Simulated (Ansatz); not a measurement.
# SnCl3: relaxing a made-up structure

Starting from a made-up structure for SnCl3, the aim is the relaxed cell, its shortest contacts and, where a second run follows, its electronic structure.

Program: Ansatz 0.2.0. Level of theory: DFT, r2SCAN, plane-wave PAW, files of the set soft_1, scalar-relativistic, no spin, cell and ions relaxed at zero pressure; PAW set soft_1. Results are calculated unless marked as measured.

## (1) Starting point

It takes space group Pm-3m (No. 221, cubic). The conventional cell has a = 5.216 Å, b = 5.216 Å, c = 5.216 Å, α = 90.00°, β = 90.00°, γ = 90.00°. Nearest to Sn lie 6 Cl at 2.61 Å. Nearest to Cl lie 2 Sn at 2.61 Å. Farther neighbours and most contacts between anions are not listed.

As a file:

```cif
data_structure
_symmetry_space_group_name_H-M 'Pm-3m'
_symmetry_Int_Tables_number 221
_cell_length_a 5.2160
_cell_length_b 5.2160
_cell_length_c 5.2160
_cell_angle_alpha 90.000
_cell_angle_beta 90.000
_cell_angle_gamma 90.000
_cell_volume 141.91
loop_
_atom_site_label
_atom_site_type_symbol
_atom_site_symmetry_multiplicity
_atom_site_Wyckoff_symbol
_atom_site_fract_x
_atom_site_fract_y
_atom_site_fract_z
_atom_site_occupancy
Sn1 Sn 1 a 0.00000 0.00000 0.00000 1
Cl1 Cl 3 d 0.00000 0.50000 0.00000 1
```

## (2) Relaxing cell and atoms

The guess takes its coordinates from another compound and its volume from a rule, so the cell and any free coordinates are relaxed together.

input.yaml reads:

```yaml
crystal:
  lattice:
    - [5.216, 0.0, 0.0]
    - [0.0, 5.216, 0.0]
    - [0.0, 0.0, 5.216]
  atoms:
    - { symbol: Sn, position: [0.0, 0.0, 0.0] }
    - { symbol: Cl, position: [0.0, 0.5, 0.0] }
    - { symbol: Cl, position: [0.0, 0.0, 0.5] }
    - { symbol: Cl, position: [0.5, 0.0, 0.0] }
kpoints:
  mp_grid: { grid: [5, 5, 5] }
scf:
  occupations: { method: fermi_dirac, width: 0.05 }
hamiltonian:
  xc: r2scan
  pseudopotentials: { kind: paw, azcp: { folder: soft_1 } }
relax:
  f_tol: 0.015
  max_steps: 70
  cell: {}
output:
  forces: true
  stress: true
```

The run is started by

```console
$ ansatz run input.yaml --threads 4 --pin off --max-ram 8192MiB --backend cpu --events-out ev --progress --plain --runs-dir out
```

Numbers of over 12 decimals in the logs are rounded to 6 here.

The log of the run:

```text
Engine: ansatz 0.2.0, aarch64-unknown-linux-gnu
Pseudopotentials: kind: paw
Pseudopotential: Sn, paw, valence charge 14, recommended cutoff 500 eV (meta_gga), soft_1/Sn.paw.azcp
Pseudopotential: Cl, paw, valence charge 7, recommended cutoff 500 eV (meta_gga), soft_1/Cl.paw.azcp
Functional definition: r2SCAN
  parameter k0 = 0.174
  parameter k1 = 0.065
  parameter a1 = 4.9479
  exchange = r2scan_x(k0 = k0, k1 = k1, a1 = a1)
  correlation = r2scan_c
Crystal: 4 atoms, lattice volume = 141.910 Å³
Basis set: ecut = 500 eV, 3695 PW (Γ), exchange–correlation on 160×160×160 points (64 copies of the dense FFT grid, shifted against one another)
Bands: 22, of which v1, the nominal top of the filled ones, is band 18 counted from 1 (17 counted from 0)
Symmetry: 48 space group operations
Space group: Pm-3m (ITA 221), of the structure as read, at distance tolerance 5.2e-5 Å
k-points: 10 of 125
Non-local potential: Sn, projectors of the file, l = 0: 2, l = 1: 2, l = 2: 2, l = 3: 1
Non-local potential: Cl, projectors of the file, l = 0: 2, l = 1: 2, l = 2: 1
PAW form: soft (Blöchl's): semilocal exchange-correlation on the pseudo side does not see the compensation charge
PAW frozen core: Sn, regenerated for the run's functional (the file was generated under x = pbe(κ = 0.804, μ = 0.219515), c = pbe(β = 0.066725))
PAW frozen core: Cl, regenerated for the run's functional (the file was generated under x = pbe(κ = 0.804, μ = 0.219515), c = pbe(β = 0.066725))
PAW one-centre angular grid: Sn, 590 points (default); XC on 160 Gauss nodes
PAW one-centre angular grid: Cl, 302 points (default); XC on 160 Gauss nodes
Initial density: superposition of atomic densities (chi_scale 0.1, normalization cell, long waves kept (reshape's long-wave potential 0.04 eV rms))
Initial wavefunctions: pseudopotential atomic-orbital guess
Functional: x = r2scan, c = r2scan; τ floored in thin density (d = 2e-4 eV/Å³)
iter 1 solved again at ethr=2.23e-3 eV; its pass at ethr=3.10e-3 eV (dr2=7.80e-1 eV) is discarded
SCF iter   1: F=—  HF=-9293.366058 eV  |F-HF|=—  |Δ(HF+E_count)|=         —  Δρ=2.74e-2  dr2=7.79e-1  dr2_τ=9.84e-3  ethr=2.23e-3  ⟨swp⟩=1.0  Hψ=1579  notcnv=0
preconditioner: auto → LDOS  [insulator: Δε(μ)=0.199 eV  Ē_g=11.204 eV  σ=0.050 eV  W_gap=0.68  n_scr=26 (ndim 8)  ℏωp=15.6 eV  f_vac=0.248  D(μ)=1.88/eV (n_scr^D=6)  ε∞_Penn≈2.9  β→1.0]
SCF iter   2: F=—  HF=-9293.211274 eV  |F-HF|=—  |Δ(HF+E_count)|=   1.55e-1  Δρ=1.06e-2  dr2=8.26e-2  dr2_τ=2.22e-3  ethr=2.23e-3  ⟨swp⟩=3.6  Hψ=488  notcnv=0
SCF iter   3: F=—  HF=-9293.178042 eV  |F-HF|=—  |Δ(HF+E_count)|=   3.32e-2  Δρ=2.02e-3  dr2=9.51e-3  dr2_τ=1.24e-4  ethr=2.36e-4  ⟨swp⟩=3.1  Hψ=553  notcnv=0  defer=1
SCF iter   4: F=—  HF=-9293.176398 eV  |F-HF|=—  |Δ(HF+E_count)|=   1.64e-3  Δρ=8.67e-4  dr2=1.61e-3  dr2_τ=9.23e-6  ethr=2.72e-5  ⟨swp⟩=2.0  Hψ=438  notcnv=0  defer=1
SCF iter   5: F=—  HF=-9293.176191 eV  |F-HF|=—  |Δ(HF+E_count)|=   2.07e-4  Δρ=1.66e-4  dr2=1.00e-4  dr2_τ=2.77e-6  ethr=4.60e-6  ⟨swp⟩=3.0  Hψ=419  notcnv=0  defer=1
SCF iter   6: F=—  HF=-9293.176158 eV  |F-HF|=—  |Δ(HF+E_count)|=   3.37e-5  Δρ=3.68e-5  dr2=2.97e-6  dr2_τ=1.01e-7  ethr=2.86e-7  ⟨swp⟩=2.0  Hψ=372  notcnv=0  defer=1
SCF iter   7: F=—  HF=-9293.176157 eV  |F-HF|=—  |Δ(HF+E_count)|=   4.46e-7  Δρ=9.47e-6  dr2=9.80e-8  dr2_τ=2.22e-8  ethr=2.86e-10  ⟨swp⟩=4.0  Hψ=1202  notcnv=0
SCF iter   8: F=-9293.176157 eV  HF=-9293.176157 eV  |F-HF|=2.07e-9  |Δ(HF+E_count)|=   5.34e-9  Δρ=1.22e-6  dr2=7.36e-10  dr2_τ=9.51e-11  ethr=2.80e-10  ⟨swp⟩=3.0  Hψ=905  notcnv=0
SCF 1 converged in 8 iterations: F = -9293.176157 eV  dr2 = 7.36e-10
  greatest PAW one-centre occupation: 0.992 electrons in one spin orbital (limit 2), on the Sn atom at site 0 (counted from 0), in its partial waves of l = 2
relax step   1: F+E_penalty+E_count = -9293.17615717 eV  Δ(F+E_penalty+E_count) = +0.000e0 eV  max|allowed force component| = 5.152e-30 eV/Å  Δτ_max = 0.0000 Å  P = -0.980 GPa  Ω = 141.910 Å³  (8 SCF iters, dr2 threshold 1.00e-7 eV, accepted)
Crystal: 4 atoms, lattice volume = 137.089 Å³
Basis set: ecut = 500 eV, 3431 PW (Γ), exchange–correlation on 160×160×160 points (64 copies of the dense FFT grid, shifted against one another)
Initial density: handed on by an earlier stage of this run
Initial wavefunctions: those handed on with the density
iter 1 solved again at ethr=1.29e-5 eV; its pass at ethr=3.10e-3 eV (dr2=4.50e-3 eV) is discarded
SCF iter   1: F=—  HF=-9293.168120 eV  |F-HF|=—  |Δ(HF+E_count)|=         —  Δρ=1.03e-3  dr2=4.45e-3  dr2_τ=7.11e-3  ethr=1.29e-5  ⟨swp⟩=2.0  Hψ=1446  notcnv=0
automatic band count: iteration 1 solves 20 bands in place of 22: the levels show a gap, and the empty bands left out lie too high to hold charge; the band table lists the bands solved (type scf.n_extra_bands for more)
preconditioner: auto → LDOS  [insulator: Δε(μ)=0.235 eV  Ē_g=10.418 eV  σ=0.050 eV  W_gap=0.72  n_scr=26 (ndim 8)  ℏωp=15.9 eV  f_vac=0.264  D(μ)=1.65/eV (n_scr^D=6)  ε∞_Penn≈3.3  β→1.0]
SCF iter   2: F=—  HF=-9293.187721 eV  |F-HF|=—  |Δ(HF+E_count)|=   1.96e-2  Δρ=5.39e-4  dr2=2.28e-4  dr2_τ=9.10e-6  ethr=1.27e-5  ⟨swp⟩=3.0  Hψ=455  notcnv=0
SCF iter   3: F=—  HF=-9293.187865 eV  |F-HF|=—  |Δ(HF+E_count)|=   1.44e-4  Δρ=1.27e-4  dr2=3.49e-5  dr2_τ=2.19e-6  ethr=6.52e-7  ⟨swp⟩=2.0  Hψ=381  notcnv=0
SCF iter   4: F=—  HF=-9293.187861 eV  |F-HF|=—  |Δ(HF+E_count)|=   4.46e-6  Δρ=5.12e-5  dr2=6.54e-6  dr2_τ=1.20e-7  ethr=9.98e-8  ⟨swp⟩=2.4  Hψ=365  notcnv=0
SCF iter   5: F=—  HF=-9293.187859 eV  |F-HF|=—  |Δ(HF+E_count)|=   1.40e-6  Δρ=2.15e-5  dr2=1.53e-6  dr2_τ=1.51e-8  ethr=1.87e-8  ⟨swp⟩=2.3  Hψ=318  notcnv=0
SCF iter   6: F=—  HF=-9293.187859 eV  |F-HF|=—  |Δ(HF+E_count)|=   2.97e-7  Δρ=1.25e-5  dr2=4.24e-7  dr2_τ=1.81e-9  ethr=1.14e-9  ⟨swp⟩=5.2  Hψ=856  notcnv=0
SCF iter   7: F=-9293.187859 eV  HF=-9293.187859 eV  |F-HF|=4.41e-9  |Δ(HF+E_count)|=   8.35e-8  Δρ=5.04e-6  dr2=3.27e-8  dr2_τ=7.24e-10  ethr=1.14e-9  ⟨swp⟩=5.4  Hψ=862  notcnv=0
SCF 2 converged in 7 iterations: F = -9293.187859 eV  dr2 = 3.27e-8
relax step   2: F+E_penalty+E_count = -9293.18785879 eV  Δ(F+E_penalty+E_count) = -1.170e-2 eV  max|allowed force component| = 9.286e-31 eV/Å  Δτ_max = 0.0000 Å  P = +0.252 GPa  Ω = 137.089 Å³  energy of the carried Pulay correction = +1.141e-4 eV  (7 SCF iters, dr2 threshold 4.00e-7 eV, accepted)
Crystal: 4 atoms, lattice volume = 138.048 Å³
iter 1 solved again at ethr=7.41e-7 eV; its pass at ethr=3.10e-3 eV (dr2=2.59e-4 eV) is discarded
SCF iter   1: F=—  HF=-9293.187424 eV  |F-HF|=—  |Δ(HF+E_count)|=         —  Δρ=2.12e-4  dr2=1.90e-4  dr2_τ=2.96e-4  ethr=7.41e-7  ⟨swp⟩=2.8  Hψ=1330  notcnv=0
automatic band count: iteration 1 solves 20 bands in place of 22: the levels show a gap, and the empty bands left out lie too high to hold charge; the band table lists the bands solved (type scf.n_extra_bands for more)
preconditioner: auto → LDOS  [insulator: Δε(μ)=0.240 eV  Ē_g=10.412 eV  σ=0.050 eV  W_gap=0.72  n_scr=26 (ndim 8)  ℏωp=15.8 eV  f_vac=0.268  D(μ)=1.63/eV (n_scr^D=6)  ε∞_Penn≈3.3  β→1.0]
SCF iter   2: F=—  HF=-9293.188532 eV  |F-HF|=—  |Δ(HF+E_count)|=   1.11e-3  Δρ=1.01e-4  dr2=7.44e-6  dr2_τ=3.34e-7  ethr=5.44e-7  ⟨swp⟩=2.9  Hψ=397  notcnv=0
SCF iter   3: F=—  HF=-9293.188543 eV  |F-HF|=—  |Δ(HF+E_count)|=   1.08e-5  Δρ=2.44e-5  dr2=1.38e-6  dr2_τ=6.34e-8  ethr=2.12e-8  ⟨swp⟩=2.0  Hψ=377  notcnv=0
SCF iter   4: F=—  HF=-9293.188543 eV  |F-HF|=—  |Δ(HF+E_count)|=   3.02e-7  Δρ=1.02e-5  dr2=2.30e-7  dr2_τ=4.57e-9  ethr=3.94e-9  ⟨swp⟩=2.5  Hψ=366  notcnv=0
SCF iter   5: F=-9293.188542 eV  HF=-9293.188543 eV  |F-HF|=2.63e-8  |Δ(HF+E_count)|=   4.88e-8  Δρ=4.07e-6  dr2=4.83e-8  dr2_τ=4.28e-10  ethr=4.54e-10  ⟨swp⟩=5.1  Hψ=786  notcnv=0
SCF 3 converged in 5 iterations: F = -9293.188542 eV  dr2 = 4.83e-8
relax step   3: F+E_penalty+E_count = -9293.18854248 eV  Δ(F+E_penalty+E_count) = -6.837e-4 eV  max|allowed force component| = 9.470e-31 eV/Å  Δτ_max = 0.0000 Å  P = -0.014 GPa  Ω = 138.048 Å³  energy of the carried Pulay correction = +9.109e-5 eV  (5 SCF iters, dr2 threshold 1.59e-7 eV, accepted)
Initial wavefunctions: pseudopotential atomic-orbital guess (no wavefunctions were taken with the density)
iter 1 solved again at ethr=3.84e-7 eV; its pass at ethr=3.10e-3 eV (dr2=1.34e-4 eV) is discarded
SCF iter   1: F=—  HF=-9293.188446 eV  |F-HF|=—  |Δ(HF+E_count)|=         —  Δρ=1.23e-5  dr2=5.49e-8  dr2_τ=1.12e-7  ethr=3.84e-7  ⟨swp⟩=3.4  Hψ=2018  notcnv=0
eigensolver tolerance schedule: the retry pair's looser diagonalisation over-reported the residual by 2445.29 of it (diagonalisation noise at 0.43 of the residual, at the tolerance the schedule requests for it); recorded, not acted on — ethr = c·dr2/N_el stays at c = 1.0e-1
preconditioner: auto → LDOS  [insulator: Δε(μ)=0.239 eV  Ē_g=11.634 eV  σ=0.050 eV  W_gap=0.72  n_scr=26 (ndim 8)  ℏωp=15.8 eV  f_vac=0.267  D(μ)=1.63/eV (n_scr^D=6)  ε∞_Penn≈2.8  β→1.0]
SCF iter   2: F=—  HF=-9293.188448 eV  |F-HF|=—  |Δ(HF+E_count)|=   2.19e-6  Δρ=2.42e-6  dr2=1.82e-8  dr2_τ=3.12e-10  ethr=1.57e-10  ⟨swp⟩=3.3  Hψ=523  notcnv=0
SCF iter   3: F=—  HF=-9293.188448 eV  |F-HF|=—  |Δ(HF+E_count)|=   6.64e-9  Δρ=1.91e-6  dr2=3.42e-9  dr2_τ=4.10e-11  ethr=5.19e-11  ⟨swp⟩=2.0  Hψ=372  notcnv=0
SCF iter   4: F=—  HF=-9293.188448 eV  |F-HF|=—  |Δ(HF+E_count)|=  6.84e-10  Δρ=4.97e-7  dr2=3.86e-10  dr2_τ=1.34e-11  ethr=9.78e-12  ⟨swp⟩=2.2  Hψ=361  notcnv=0
SCF iter   5: F=-9293.188448 eV  HF=-9293.188448 eV  |F-HF|=0.00e0  |Δ(HF+E_count)|=  1.82e-12  Δρ=5.66e-8  dr2=7.68e-12  dr2_τ=1.89e-13  ethr=1.00e-12  ⟨swp⟩=4.1  Hψ=1089  notcnv=0
SCF 4 converged in 5 iterations: F = -9293.188448 eV  dr2 = 7.68e-12
relax step   4: F+E_penalty+E_count = -9293.18844825 eV  Δ(F+E_penalty+E_count) = +9.423e-5 eV  max|allowed force component| = 4.006e-31 eV/Å  Δτ_max = 0.0000 Å  P = -0.014 GPa  Ω = 138.048 Å³  stress off target by 1.38e-2 GPa  SCF on the basis re-selected at this cell (its energy is not comparable with the rows above)  (5 SCF iters)
basis re-selected at this cell: Δ(F+E_penalty+E_count) = +9.423e-5 eV, ΔP = -0.000 GPa vs the last step (what re-selecting the basis moved, of the pressure what is left beyond the Pulay correction that the steps carried, after the strain that the cell walked since its last selection, with what the two solves' SCF thresholds leave and, on support functions, any second-order correction that the steps lacked; it is no m [...]
SCF converged after 5 iterations
Free energy (F): -9293.188448 eV
Harris-Foulkes:  -9293.188448 eV  (|F-HF|=0.00e0)
Internal energy: -9293.175385 eV  (E = F + TS)
E sigma→0 (E₀):  -9293.181917 eV
Entropy (-TS):   -0.013063 eV (-3.266 meV/atom)
Fermi energy:    1.301595 eV
--- Per-component energies (eV) ---
  E_band       = -333.875440
  E_kinetic    = 622.373440
  E_local      = -2906.931890  (includes V_loc(G=0)·N_el)
  E_nonlocal   = 237.996158
  E_hartree    = 1246.948853
  E_xc         = -423.949855
  E_vxc        = -465.206158  (∫ρ·V_xc dr)
  E_paw        = -6397.033408  (= ΣΔE_a)
  E_vpaw       = -341.443610  (= ΣTr[D̂ρ^β])
  E_aug_tail   = 0.000143  (compensation charges beyond the density's cutoff)
  E_vtau       = 25.438686  (kinetic-family band-sum trace: ∫τ·v_τ [+ j·A + Jᵃ·Aᵃ] dr)
  E_ewald      = -1672.904928
  E_core_change = 0.326101  (= ΣΔE_core)
  E_smearing   = -0.013063  (= −TS)
  E_closure    = 0.000000  (closes the sum)
  Σ components = -9293.188448   (vs F -9293.188448, Δ=0.00e0)
--- Forces (eV/Å), atoms counted from 1 ---
  atom   1  Sn     0.00000000     0.00000000     0.00000000
  atom   2  Cl    -0.00000000     0.00000000    -0.00000000
  atom   3  Cl     0.00000000    -0.00000000     0.00000000
  atom   4  Cl     0.00000000     0.00000000     0.00000000
  max |Σ_I F_I| component: 5.01e-31 eV/Å
--- Stress (GPa, compression-positive) ---
       -0.013835      -0.000000      -0.000000
       -0.000000      -0.013835      -0.000000
       -0.000000      -0.000000      -0.013835
  P = ⅓ Tr σ = -0.0138 GPa (-0.138 kbar)
--- Relaxed structure (3 steps of the walk, 3 accepted, 1 SCFs on fresh bases) ---
  F+E_penalty+E_count = -9293.18844825 eV   max|allowed force component| = 4.006e-31 eV/Å   (the final SCF, on the basis selected at the relaxed cell)
  cell:  # Å, volume = 138.0485 Å³
    - [5.168254, 0, 0]
    - [0, 5.168254, 0]
    - [0, 0, 5.168254]
  atoms:
    - { symbol: Sn, position: [0, 0, 0] }
    - { symbol: Cl, position: [0, 0.5, 0] }
    - { symbol: Cl, position: [0, 0, 0.5] }
    - { symbol: Cl, position: [0.5, 0, 0] }
```

Elapsed: 7.1 s, on 4 threads of Arm Neoverse V1, shared host; peak memory 0.66 GiB.

This run has no spin polarisation although its electron count is odd.

The steps of the relaxation:

| step | energy less that of the first step (eV) | largest force component (eV/Å) | pressure (GPa) | volume (Å³) |
| --- | --- | --- | --- | --- |
| 1 | 0.0000 | 0.0000 | -0.98 | 141.91 |
| 2 | -0.0117 | 0.0000 | 0.25 | 137.09 |
| 3 | -0.0124 | 0.0000 | -0.01 | 138.05 |
| 4* | -0.0123 | 0.0000 | -0.01 | 138.05 |

Relaxation steps marked * repeat the geometry before them on a plane-wave basis chosen anew for their cell, so energy and pressure can jump there.

Forces are held to the 48 operations that the run works with; a distortion that breaks them can't arise in this run.

| conventional cell, symmetrised | before | after | change |
| --- | --- | --- | --- |
| a (Å) | 5.216 | 5.168 | -0.9 % |
| b (Å) | 5.216 | 5.168 | -0.9 % |
| c (Å) | 5.216 | 5.168 | -0.9 % |
| volume (Å³/atom) | 35.48 | 34.51 | -2.7 % |

Final coordinates:

```
Sn Cl
1.0
     5.16825    0.00000    0.00000
     0.00000    5.16825    0.00000
     0.00000    0.00000    5.16825
Sn Cl
1 3
Direct
  0.00000 0.00000 0.00000
  0.00000 0.50000 0.00000
  0.00000 0.00000 0.50000
  0.50000 0.00000 0.00000
```

Numbers from this step:

```
free energy             : -9293.1884 eV
energy at zero smearing : -9293.1819 eV
smearing term TS        : 0.01306 eV
Fermi energy            : 1.302 eV
electrons               : 35
symmetry operations     : 48
pressure                : -0.01383 GPa
```

Shortest distances by pair of elements, guess and relaxed (not always the same contact):

| pair | guess (Å) | relaxed (Å) |
| --- | --- | --- |
| Cl–Sn | 2.608 | 2.584 |
| Cl–Cl | 3.688 | 3.655 |
| Sn–Sn | 5.216 | 5.168 |

The relaxation ends with a pressure of -0.01 GPa.

## (3) Summary of results

```yaml
space_group_relaxed: Pm-3m
conventional_cell: a = 5.168, b = 5.168, c = 5.168 Å; α = 90.0°, β = 90.0°, γ = 90.0°
volume_per_atom: 34.51 Å³ (guess 35.48)
```

SnCl3 relaxes to Pm-3m with a = 5.168, b = 5.168 and c = 5.168 Å. The guessed volume was 3 % too large. The space group Pm-3m was held in the relaxation, so the end point is a stationary structure within it and may be a saddle against distortions or other arrangements. Mesh and cutoff weren't tested. No dispersion term is used, so weakly bound directions may come out too long. Nothing here tests whether the compound is stable against decomposition.

[Logs are printed without paths, hosts, clocks, repeated set-up lines and the standing remarks that a program may print on its own settings, such as how far it seeks lower states.]

[Hosts, paths, dates, database ids (printed as entryN), source tags and the programs' standing remarks are cut or masked in the printed files.]
